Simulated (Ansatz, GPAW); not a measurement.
# Se/Ru(0001): simulated STM images, part 2 of 3

Wanted: filled- and empty-state images of Se/Ru(0001), with its work function.

GPAW 26.7.0 and Ansatz 0.2.0; Ansatz plane waves; slab in vacuum with a dipole correction, relaxation (the session's first sound run).

So far, upper work function (eV): step 2 (relaxing the atoms) 3.75.

## Step 3: Plane waves, PBE

The work function is the vacuum plateau of the electrostatic potential less the Fermi level; a dipole layer lets the two faces have plateaus of their own.

This step: GPAW, PAW setups; slab in vacuum (GPAW 26.7.0).

The input, run.py:

```python
import json
import numpy as np
from ase import Atoms
from ase.dft.stm import STM
from gpaw import GPAW, PW

slab = Atoms(
    ['Ru', 'Ru', 'Ru', 'Ru', 'Se'],
    positions=[
        [2.70000, 1.55885, 9.00000],
        [-0.00000, -0.00000, 11.13840],
        [2.70000, 1.55885, 13.28674],
        [-0.00000, -0.00000, 15.44674],
        [1.35000, 0.77942, 17.52458]],
    cell=[[2.7, 0.0, 0.0], [1.35, 2.33827, 0.0], [0.0, 0.0, 26.73271]],
    pbc=[True, True, False])

slab.calc = GPAW(mode=PW(400), xc='PBE', kpts={'size': (13, 13, 1), 'gamma': True},
                 occupations={'name': 'fermi-dirac', 'width': 0.1}, nbands='160%',
                 convergence={'density': 1e-05}, maxiter=200,
                 poissonsolver={'dipolelayer': 'xy'},
                 symmetry={'tolerance': 1e-3}, txt='slab.txt')
result = {}
energy = slab.get_potential_energy()
fermi = slab.calc.get_fermi_level()
v = slab.calc.get_electrostatic_potential().mean((0, 1)) - fermi
n = slab.calc.get_pseudo_density().mean((0, 1))
L = slab.cell[2, 2]
z = np.arange(len(v)) * L / len(v)
low, high = slab.positions[:, 2].min(), slab.positions[:, 2].max()
below, above = np.interp([low - 6.8, high + 6.8], z, v)
slopes = [np.interp(x, z, np.gradient(v, z)) for x in (low - 6.8, high + 6.8)]
eps = np.array([[slab.calc.get_eigenvalues(k, s) for k in range(len(slab.calc.get_ibz_k_points()))]
                for s in range(slab.calc.get_number_of_spins())]) - fermi
top, bottom = eps[eps < 0].max(), eps[eps > 0].min()
dipole = slab.get_dipole_moment()[2]
print(f'energy {energy:.4f} eV, Fermi level {fermi:.4f} eV, dipole {dipole:.5f} e A')
print(f'potential 6.8 A off the faces, from the Fermi level: lower {below:.4f} eV, upper {above:.4f} eV')
print(f'slope of the potential there: lower {slopes[0]:.5f}, upper {slopes[1]:.5f} eV/A')
print(f'nearest levels on the mesh: {top:.4f} and {bottom:.4f} eV')
print('magnetic moment', round(slab.get_magnetic_moment(), 3))
result.update(energy=energy, fermi=fermi, dipole=dipole, below=below, above=above, slopes=slopes, edges=[top, bottom],
              z=z.tolist(), v=v.tolist(), n=n.tolist(), positions=slab.positions.tolist(),
              forces=slab.get_forces(apply_constraint=False).tolist(), moments=slab.get_magnetic_moments().tolist())

# Images need the states of the whole zone, up to time reversal
slab.calc = slab.calc.fixed_density(symmetry={'point_group': False}, txt='states.txt',
                                    convergence={'bands': 'CBM+0.8'})
stm = STM(slab)
result['stm'] = []
for bias in [-0.5, 0.5]:
    height = high + 4.0
    current = stm.get_averaged_current(bias, height)
    x, y, h = stm.scan(bias, current)
    i, f = divmod(height / L * stm.ldos.shape[2], 1)
    I = abs((1 - f) * stm.ldos[:, :, int(i)] + f * stm.ldos[:, :, int(i) + 1])
    print(f'bias {bias} V: mean current at 4.0 A {current:.4e}, corrugation {np.ptp(h):.4f} A')
    result['stm'].append(dict(bias=bias, current=current, h=(h - high).tolist(), I=I.tolist()))
json.dump(result, open('result.json', 'w'))
```

Run with:

```
OMP_NUM_THREADS=1 OPENBLAS_NUM_THREADS=1 python run.py
```

What it wrote:

```text
energy -39.1299 eV, Fermi level 2.9394 eV, dipole 0.04404 e A
potential 6.8 A off the faces, from the Fermi level: lower 5.0128 eV, upper 3.7599 eV
slope of the potential there: lower 0.00003, upper 0.00053 eV/A
nearest levels on the mesh: -0.0136 and 0.0003 eV
magnetic moment 0.0
bias -0.5 V: mean current at 4.0 A 2.1754e-06, corrugation 0.0707 A
bias 0.5 V: mean current at 4.0 A 3.6905e-06, corrugation 0.0613 A
```

Elapsed: 4.6 min, on 1 thread of Intel Xeon Platinum 8488C (Sapphire Rapids), shared host; peak memory 0.58 GiB.

Numbers from this step:

```
dipole along the normal                    : 0.04404 e·Å
levels nearest the Fermi level on the mesh : -0.01358, 2.90e-4 eV from the Fermi level
upper work function                        : 3.760 eV
lower work function                        : 5.013 eV
corrugation -0.5                           : 0.07066 Å
corrugation 0.5                            : 0.06134 Å
```

Electrostatic potential energy of an electron (without an applied field's), less the Fermi level, planar mean against z:

| z (Å) | electrostatic potential energy of an electron (without an applied field's), less the Fermi level, planar mean (eV) |
| --- | --- |
| 0.0 | 4.39 |
| 0.5 | 5.01 |
| 1.0 | 5.01 |
| 1.5 | 5.01 |
| 2.0 | 5.01 |
| 2.5 | 5.01 |
| 3.0 | 5.01 |
| 3.5 | 5.01 |
| 4.0 | 5.01 |
| 4.5 | 5.01 |
| 5.0 | 5.01 |
| 5.5 | 5.00 |
| 6.0 | 4.98 |
| 6.5 | 4.90 |
| 7.0 | 4.61 |
| 7.5 | 3.59 |
| 8.0 | -0.0736 |
| 8.5 | -12.9 |
| 9.0 | -27.9 |
| 9.5 | -13.0 |
| 10.0 | -2.03 |
| 10.5 | -8.52 |
| 11.0 | -26.7 |
| 11.5 | -19.0 |
| 12.0 | -3.49 |
| 12.5 | -4.70 |
| 13.0 | -21.9 |
| 13.5 | -24.5 |
| 14.0 | -6.31 |
| 14.5 | -2.33 |
| 15.0 | -15.3 |
| 15.5 | -28.0 |
| 16.0 | -11.9 |
| 16.5 | -3.20 |
| 17.0 | -12.5 |
| 17.5 | -33.4 |
| 18.0 | -13.9 |
| 18.5 | -0.377 |
| 19.0 | 2.87 |
| 19.5 | 3.57 |
| 20.0 | 3.72 |
| 20.5 | 3.75 |
| 21.0 | 3.76 |
| 21.5 | 3.76 |
| 22.0 | 3.76 |
| 22.5 | 3.76 |
| 23.0 | 3.76 |
| 23.5 | 3.76 |
| 24.0 | 3.76 |
| 24.5 | 3.76 |
| 25.0 | 3.76 |
| 25.5 | 3.76 |
| 26.0 | 3.76 |
| 26.5 | 3.98 |

Table of pseudo valence density, planar mean by z:

z (Å), pseudo valence density, planar mean (e/Å³) and a bar:
```
      5.0       0.00 
      5.5       0.00 
      6.0       0.00 
      6.5       0.00 
      7.0       0.01 
      7.5       0.05 #
      8.0       0.21 ##
      8.5       0.98 ###########
      9.0       2.64 ##############################
      9.5       1.01 ############
     10.0       0.39 ####
     10.5       0.66 ########
     11.0       2.33 ##########################
     11.5       1.47 #################
     12.0       0.43 #####
     12.5       0.50 ######
     13.0       1.82 #####################
     13.5       2.13 ########################
     14.0       0.57 ######
     14.5       0.39 ####
     15.0       1.15 #############
     15.5       2.51 #############################
     16.0       0.85 ##########
     16.5       0.38 ####
     17.0       0.54 ######
     17.5       0.31 ####
     18.0       0.55 ######
     18.5       0.21 ##
     19.0       0.05 #
     19.5       0.01 
     20.0       0.00 
     20.5       0.00 
     21.0       0.00
```

Tip height over the top atom over a1 and a2. Sample bias -0.5 V, constant current at the mean current 4.0 Å over the top atom.

Values in Å, 14 rows by 14 columns:
```
4.025 4.025 4.021 4.013 4.006 4.003 3.997 3.987 3.987 3.997 4.003 4.006 4.013 4.021
4.019 4.021 4.019 4.013 4.004 3.997 3.988 3.977 3.971 3.977 3.988 3.997 4.004 4.013
4.012 4.015 4.015 4.012 4.006 3.997 3.983 3.969 3.960 3.960 3.969 3.983 3.997 4.006
4.008 4.010 4.012 4.010 4.008 4.003 3.988 3.969 3.958 3.955 3.958 3.969 3.988 4.003
4.007 4.008 4.010 4.010 4.008 4.007 3.997 3.977 3.960 3.955 3.955 3.960 3.977 3.997
4.000 4.004 4.006 4.008 4.006 4.004 4.000 3.987 3.971 3.960 3.958 3.960 3.971 3.987
3.995 3.999 4.001 4.001 4.001 4.001 3.999 3.995 3.987 3.977 3.969 3.969 3.977 3.987
4.000 3.999 3.998 3.995 3.993 3.995 3.998 3.999 4.000 3.997 3.988 3.983 3.988 3.997
4.007 4.004 4.001 3.995 3.989 3.989 3.995 4.001 4.004 4.007 4.003 3.997 3.997 4.003
4.008 4.008 4.006 4.001 3.993 3.989 3.993 4.001 4.006 4.008 4.008 4.006 4.004 4.006
4.012 4.010 4.010 4.008 4.001 3.995 3.995 4.001 4.008 4.010 4.010 4.012 4.013 4.013
4.019 4.015 4.012 4.010 4.006 4.001 3.998 4.001 4.006 4.010 4.012 4.015 4.019 4.021
4.025 4.021 4.015 4.010 4.008 4.004 3.999 3.999 4.004 4.008 4.010 4.015 4.021 4.025
4.026 4.025 4.019 4.012 4.008 4.007 4.000 3.995 4.000 4.007 4.008 4.012 4.019 4.025
```
Columns: a1 from 0 to 0.929; rows upwards: a2 from 0 to 0.929.

Local density of states summed over the bias window over a1 and a2. Sample bias -0.5 V, constant height 4.0 Å over the top atom.

Values in units of 1e-6 arbitrary, 14 rows by 14 columns:
```
2.3 2.3 2.3 2.3 2.2 2.2 2.2 2.1 2.1 2.2 2.2 2.2 2.3 2.3
2.3 2.3 2.3 2.3 2.2 2.2 2.1 2.0 2.0 2.0 2.1 2.2 2.2 2.3
2.2 2.3 2.3 2.2 2.2 2.2 2.1 2.0 2.0 2.0 2.0 2.1 2.2 2.2
2.2 2.2 2.2 2.2 2.2 2.2 2.1 2.0 2.0 2.0 2.0 2.0 2.1 2.2
2.2 2.2 2.2 2.2 2.2 2.2 2.2 2.0 2.0 2.0 2.0 2.0 2.0 2.2
2.2 2.2 2.2 2.2 2.2 2.2 2.2 2.1 2.0 2.0 2.0 2.0 2.0 2.1
2.1 2.2 2.2 2.2 2.2 2.2 2.2 2.1 2.1 2.0 2.0 2.0 2.0 2.1
2.2 2.2 2.2 2.1 2.1 2.1 2.2 2.2 2.2 2.2 2.1 2.1 2.1 2.2
2.2 2.2 2.2 2.1 2.1 2.1 2.1 2.2 2.2 2.2 2.2 2.2 2.2 2.2
2.2 2.2 2.2 2.2 2.1 2.1 2.1 2.2 2.2 2.2 2.2 2.2 2.2 2.2
2.2 2.2 2.2 2.2 2.2 2.1 2.1 2.2 2.2 2.2 2.2 2.2 2.3 2.3
2.3 2.3 2.2 2.2 2.2 2.2 2.2 2.2 2.2 2.2 2.2 2.3 2.3 2.3
2.3 2.3 2.3 2.2 2.2 2.2 2.2 2.2 2.2 2.2 2.2 2.3 2.3 2.3
2.3 2.3 2.3 2.2 2.2 2.2 2.2 2.1 2.2 2.2 2.2 2.2 2.3 2.3
```
Columns: a1 from 0 to 0.929; rows upwards: a2 from 0 to 0.929.

Tip height over the top atom over a1 and a2. Sample bias 0.5 V, constant current at the mean current 4.0 Å over the top atom.

Ten even steps from '0' (3.953 Å) to '9' (4.014 Å):
```
99888765567888
89887764346778
88888753113578
89998763000367
89999864100146
79989975310135
69988996543345
79998999766566
89998899987777
89988888998878
89988998899888
88999999999888
99899999999899
99888876788889
```
Columns: a1 from 0 to 0.929; rows upwards: a2 from 0 to 0.929.

Local density of states summed over the bias window over a1 and a2. Sample bias 0.5 V, constant height 4.0 Å over the top atom.

Ten even steps from '_' (3.34 × 1e-6 arbitrary) to '@' (3.83 × 1e-6 arbitrary):
```
@@@@%%######**====**######%%
%%%%%%##****++--::--++****##
%%%%%%%%##**++--....--++**##
%%%%@@%%%%##++--..__..--++##
##%%@@@@%%##**--..____..--**
**%%%%%%%%%%**==::......::==
**%%@@%%%%@@%%**==--------==
**%%@@%%##%%@@%%****++++++**
##%%@@%%####%%@@%%####****##
%%%%%%%%######%%%%%%%%##**##
%%%%@@%%%%%%%%%%%%@@%%%%####
%%%%@@@@%%@@@@@@%%@@@@%%%%%%
@@%%%%%%%%%%%%%%%%%%%%%%%%@@
@@@@%%%%%%##******##%%%%%%@@
```
Columns: a1 from 0 to 0.929; rows upwards: a2 from 0 to 0.929.

Force by atom:

| atom | x (eV/Å) | y (eV/Å) | z (eV/Å) | size |
| --- | --- | --- | --- | --- |
| Ru1 | 0.000 | 0.000 | 0.602 | 0.602 |
| Ru2 | 0.000 | 0.000 | -0.606 | 0.606 |
| Ru3 | 0.000 | 0.000 | 0.021 | 0.021 |
| Ru4 | 0.000 | 0.000 | -0.056 | 0.056 |
| Se5 | 0.000 | 0.000 | 0.038 | 0.038 |

The potential is flat to 5.3e-4 eV/Å where it is read, so the vacuum is wide enough. The geometry is the other program's minimum; here the largest force on a free atom is 0.056 eV/Å.

[end of part 2 of 3]

[Logs are printed without paths, hosts, clocks, repeated set-up lines and the standing remarks that a program may print on its own settings, such as how far it seeks lower states.]

[Hosts, paths, dates, database ids (printed as entryN), source tags and the programs' standing remarks are cut or masked in the printed files.]
